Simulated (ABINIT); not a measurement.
# CaO (Fm-3m): G0W0 in ABINIT against the k mesh, part 2 of 2

Aim: move the k mesh of a G0W0 run on CaO (Fm-3m) over a wide range.

ABINIT 10.8.3; PBE and many-body steps on it, plane waves. Known limits of the many-body steps: not at the basis limit; coarse k mesh.

So far. Step 4 (Empty states on the mesh, 6×6×6 mesh, 32 bands): On this mesh the gap is 3.662 eV. Step 5 (Screening, 2×2×2 mesh, 28 bands, screening to 130.6 eV): Local fields lower ε∞ by 8 %. On a Γ-centred mesh this coarse the value itself is usually too large, while a short band sum pulls it down.

## (8) 4×4×4

The self-energy is evaluated for the states that the input lists, and the levels follow from it, in one-shot runs by the linearised quasiparticle equation.

This step: G0W0 on PBE, plane waves, norm-conserving pseudopotentials.

Contents of run.abi:

```
acell 3*1.0 Angstrom
rprim 
  -0.000000000000 2.403555696000 2.403555696000
  2.403555696000 -0.000000000000 2.403555696000
  2.403555696000 2.403555696000 -0.000000000000
ntypat 2
znucl 20 8
natom 2
typat 1 2
xred 
  0.000000000000 0.000000000000 0.000000000000
  0.500000000000 0.500000000000 0.500000000000
pp_dirpath "pseudos"
pseudos "Ca.upf, O.upf"
ecut 36
ngkpt 4 4 4
nshiftk 1
shiftk 0 0 0
kptopt 1
chksymbreak 0
istwfk *1
occopt 1
irdwfk 1
optdriver 4
nband 28
gwcalctyp 0
ecutsigx 36
symsigma 1
nkptgw 2
kptgw 
  0.0000000000 0.0000000000 0.0000000000
  0.5000000000 0.5000000000 0.0000000000
bdgw 
  6 12
  7 10
ecuteps 4.8
irdscr 1
ppmodel 1
indata_prefix "in"
outdata_prefix "out"
tmpdata_prefix "tmp"
```

On the command line:

```bash
> OMP_NUM_THREADS=1 mpirun -n 4 abinit run.abi > log
```

Numbers of over 12 decimals in the logs are rounded to 6 here.

The log of the run:

```text
.Version 10.8.3 of ABINIT. v10.8.2 released Aug 2026.

 Symmetries : space group Fm -3 m (#225); Bravais cF (face-center cubic)
[... echo of the input left out ...]
== DATASET  1 ==================================================================
-   mpi_nproc: 4, omp_nthreads: 1 (-1 if OMP is not activated)

--- !DatasetInfo
iteration_state: {dtset: 1, }
dimensions: {natom: 2, nkpt: 8, mband: 28, nsppol: 1, nspinor: 1, nspden: 1, mpw: 1964, }
cutoff_energies: {ecut:  36.0, pawecutdg:  -1.0, }
electrons: {nelect:   1.60000000E+01, charge:   0.00000000E+00, occopt:   1.00000000E+00, tsmear:   1.00000000E-02, }

 SIGMA: Calculation of the GW corrections

 Based on a program developped by R.W. Godby, V. Olevano, G. Onida, and L. Reining.
 Incorporated in ABINIT by V. Olevano, G.-M. Rignanese, and M. Torrent.
.Using double precision arithmetic ; gwpc =  8

[... cell and pseudopotentials left out ...]
--------------------------------------------------------------------------------

 ==== K-mesh for the wavefunctions ====
 Number of points in the irreducible wedge :     8
[... list of points left out ...]
 Together with 48 symmetry operations and time-reversal symmetry
 yields    64 points in the full Brillouin Zone.

 ==== Q-mesh for screening function ====
 Number of points in the irreducible wedge :     8
[... list of points left out ...]
 Together with 48 symmetry operations and time-reversal symmetry
 yields    64 points in the full Brillouin Zone.

 vcoul_init : cutoff-mode = AUXILIARY_FUNCTION
 q-points for optical limit:   1
     1)      0.000010    0.000020    0.000030
 setmesh: FFT mesh size selected  =    36x   36x   36
          total number of points  =        46656

 Number of electrons calculated from density =   16.0000; Expected =   16.0000
[...]
number of omega for Sigma on real axis              0
 max omega for Sigma on real axis  [eV]           0.00
 zcut for avoiding poles [eV]                     0.10

 EPSILON^-1 parameters (SCR file):
 dimension of the eps^-1 matrix on file            113
 dimension of the eps^-1 matrix used               113
 number of plane-waves for wavefunctions          1917
 number of bands                                    28
 number of q-points in IBZ                           8
 number of frequencies                               2
 number of real frequencies                          1
 number of imag frequencies                          1

 matrix elements of self-energy operator (all in [eV])

 Perturbative Calculation

--- !SelfEnergy_ee
iteration_state: {dtset: 1, }
kpoint     : [   0.000,    0.000,    0.000, ]
spin       : 1
KS_gap     :    4.745
QP_gap     :    6.085
Delta_QP_KS:    1.341
data: !SigmaeeData |
     Band     E0 <VxcDFT>   SigX SigC(E0)      Z dSigC/dE  Sig(E)    E-E0       E
        6   5.095 -19.399 -24.614   4.769   0.791  -0.265 -19.752  -0.353   4.742
        7   5.095 -19.399 -24.614   4.769   0.791  -0.265 -19.752  -0.353   4.742
        8   5.095 -19.399 -24.614   4.769   0.791  -0.265 -19.752  -0.353   4.742
[...]
--- !SelfEnergy_ee
iteration_state: {dtset: 1, }
kpoint     : [   0.500,    0.500,    0.000, ]
spin       : 1
KS_gap     :    4.035
QP_gap     :    6.308
Delta_QP_KS:    2.272
data: !SigmaeeData |
     Band     E0 <VxcDFT>   SigX SigC(E0)      Z dSigC/dE  Sig(E)    E-E0       E
[...]
9   8.757 -11.435  -5.853  -3.487   0.853  -0.173  -9.648   1.787  10.544
       10  13.145 -16.134  -8.827  -3.833   0.836  -0.196 -13.230   2.904  16.050

== END DATASET(S) ==============================================================
================================================================================

 -outvars: echo values of variables after computation  --------
           etotal      0.0000000000E+00
            nband          28
             nkpt           8
          spgroup         225
 [... the other variables as echoed above ...]

 Calculation completed.
```

It took 2.7 s on 4 MPI ranks of Arm Neoverse V2, shared host; peak memory 0.13 GiB.

This step gave:

- G0W0 gap on the points computed: 5.802 eV
- starting gap on the mesh: 3.662 eV
- k of the valence top: 0, 0, 0
- k of the conduction bottom: 0.5, 0.5, 0
- Z at the valence top: 0.791
- Z at the conduction bottom: 0.853
- least direct G0W0 gap on the computed points: 6.085 eV

The gap on the mesh goes from 3.66 eV to 5.80 eV, a correction of +2.14 eV.

## (9) Screening, 6×6×6 mesh, 28 bands, screening to 130.6 eV

This step: RPA screening on PBE, plane waves, norm-conserving pseudopotentials.

Edit run.abi of step 8 so:

```diff
@@ -15,3 +15,3 @@
 ecut 36
-ngkpt 4 4 4
+ngkpt 6 6 6
 nshiftk 1
@@ -23,17 +23,8 @@
 irdwfk 1
-optdriver 4
+optdriver 3
 nband 28
-gwcalctyp 0
-ecutsigx 36
-symsigma 1
-nkptgw 2
-kptgw 
-  0.0000000000 0.0000000000 0.0000000000
-  0.5000000000 0.5000000000 0.0000000000
-bdgw 
-  6 12
-  7 10
 ecuteps 4.8
-irdscr 1
-ppmodel 1
+inclvkb 2
+awtr 1
+symchi 1
 indata_prefix "in"
```

The log of the run:

```text
.Version 10.8.3 of ABINIT. v10.8.2 released Aug 2026.

 Symmetries : space group Fm -3 m (#225); Bravais cF (face-center cubic)
[... echo of the input left out ...]
== DATASET  1 ==================================================================
-   mpi_nproc: 4, omp_nthreads: 1 (-1 if OMP is not activated)

--- !DatasetInfo
iteration_state: {dtset: 1, }
dimensions: {natom: 2, nkpt: 16, mband: 28, nsppol: 1, nspinor: 1, nspden: 1, mpw: 1964, }
cutoff_energies: {ecut:  36.0, pawecutdg:  -1.0, }
[...]
--------------------------------------------------------------------------------
[... chi0 elements left out ...]
 For q-point:  0.000010 0.000020 0.000030
  dielectric constant =   3.5539
  dielectric constant without local fields =   3.8928

  Average fulfillment of the sum rule on Im[epsilon] for q-point    1 :     34.09  [%]
[... wings left out ...]
  q-point number  2        q = ( 0.166667, 0.000000, 0.000000) [r.l.u.]
--------------------------------------------------------------------------------
[... chi0 elements left out ...]
  Average fulfillment of the sum rule on Im[epsilon] for q-point    2 :     63.11  [%]

 [... 14 further q-points ...]
```

Wall time 14 s (4 MPI ranks); peak memory 0.53 GiB; 54 s of CPU time.

Numbers from this step:

```yaml
eps_infinity_with_local_fields_on_this_mesh_along_the_program_s_q_direction: 3.554
the_same_without_local_fields: 3.893
plasma_frequency: 28.19 eV
plane_waves_in_the_screening_matrix: 113
```

## (10) 6×6×6

This step: G0W0 on PBE, plane waves, norm-conserving pseudopotentials.

Edit run.abi of step 9 so:

```diff
@@ -23,8 +23,17 @@
 irdwfk 1
-optdriver 3
+optdriver 4
 nband 28
+gwcalctyp 0
+ecutsigx 36
+symsigma 1
+nkptgw 2
+kptgw 
+  0.0000000000 0.0000000000 0.0000000000
+  0.5000000000 0.5000000000 0.0000000000
+bdgw 
+  6 12
+  7 10
 ecuteps 4.8
-inclvkb 2
-awtr 1
-symchi 1
+irdscr 1
+ppmodel 1
 indata_prefix "in"
```

The log of the run:

```text
.Version 10.8.3 of ABINIT. v10.8.2 released Aug 2026.

 Symmetries : space group Fm -3 m (#225); Bravais cF (face-center cubic)
[... echo of the input left out ...]
== DATASET  1 ==================================================================
-   mpi_nproc: 4, omp_nthreads: 1 (-1 if OMP is not activated)

--- !DatasetInfo
iteration_state: {dtset: 1, }
dimensions: {natom: 2, nkpt: 16, mband: 28, nsppol: 1, nspinor: 1, nspden: 1, mpw: 1964, }
cutoff_energies: {ecut:  36.0, pawecutdg:  -1.0, }
[...]
Band     E0 <VxcDFT>   SigX SigC(E0)      Z dSigC/dE  Sig(E)    E-E0       E
[...]
9   8.757 -11.438  -5.908  -3.466   0.853  -0.172  -9.677   1.761  10.518
       10  13.145 -16.135  -8.848  -3.842   0.834  -0.199 -13.262   2.873  16.018

== END DATASET(S) ==============================================================
================================================================================

 -outvars: echo values of variables after computation  --------
           etotal      0.0000000000E+00
            nband          28
             nkpt          16
          spgroup         225
 [... the other variables as echoed above ...]

 Calculation completed.
```

Wall time 3.5 s (4 MPI ranks); peak memory 0.54 GiB; 13 s of CPU time.

This step gave:

```yaml
g0w0_gap_on_the_points_computed: 5.827 eV
starting_gap_on_the_mesh: 3.662 eV
k_of_the_valence_top: 0, 0, 0
k_of_the_conduction_bottom: 0.5, 0.5, 0
least_direct_g0w0_gap_on_the_computed_points: 6.106 eV
```

Against the run before, the gap moves by +0.025 eV.

## (11) Side by side

Times are wall times on 4 MPI ranks of Arm Neoverse V2, shared host, good to a factor of about two. A run's time includes the screening step that it read.

```
  run   mesh  bands  screening cutoff (eV)  DFT gap (eV)  gap on the mesh (eV)  direct (eV)  ε∞ used   time
2×2×2  2×2×2     28                  130.6         3.662                 5.397        5.715     5.34  4.3 s
4×4×4  4×4×4     28                  130.6         3.662                 5.802        6.085     3.65  6.4 s
6×6×6  6×6×6     28                  130.6         3.662                 5.827        6.106     3.55   17 s
```

## (12) Summary of results

```
2×2×2        : 5.397 eV
4×4×4        : 5.802 eV
6×6×6        : 5.827 eV
known limits : not at the basis limit; coarse k mesh
```

What this shows: The setting moved: k mesh. From 2×2×2 to 6×6×6 the gap moves by +0.43 eV, for 4.0 times the time. The last step still moves it by +0.025 eV. Bands and screening cutoff are coupled, so a series along one setting does not show full convergence. Bands and cutoff are finite, so the gap is not at the basis limit. The miss can reach some tenths of an eV and take either sign; the mesh is an error of its own. In the first G0W0 run levels were corrected at 2 k points alone, so a gap called «on the mesh» is the least over those, and an edge elsewhere would be missed. The 2×2×2 mesh is coarse for this cell, which bears on the long-range parts of exchange and screening.

[Paths, hosts, dates, memory and timing lines, banners, echoed tables and standing remarks are left out of the program output.]

[Logs are printed without paths, hosts, clocks, repeated set-up lines and the standing remarks that a program may print on its own settings, such as how far it seeks lower states.]

[Runs of the session that timed out or met a known fault of the program may be left out.]

[No measured gap is set beside runs whose start may be inverted or whose files or cutoffs have a known fault.]

[Hosts, paths, dates, database ids (printed as entryN), source tags and the programs' standing remarks are cut or masked in the printed files.]

[G0W0 gaps are taken among the corrected bands and points alone; a level outside them can change the order at an edge.]

[Where Ansatz stands beside ABINIT at settings called matched, ABINIT's density can come from a denser mesh and the files from another edition; pairs whose starting gaps differed by over 0.03 eV were left out, so agreement reads better than it is.]
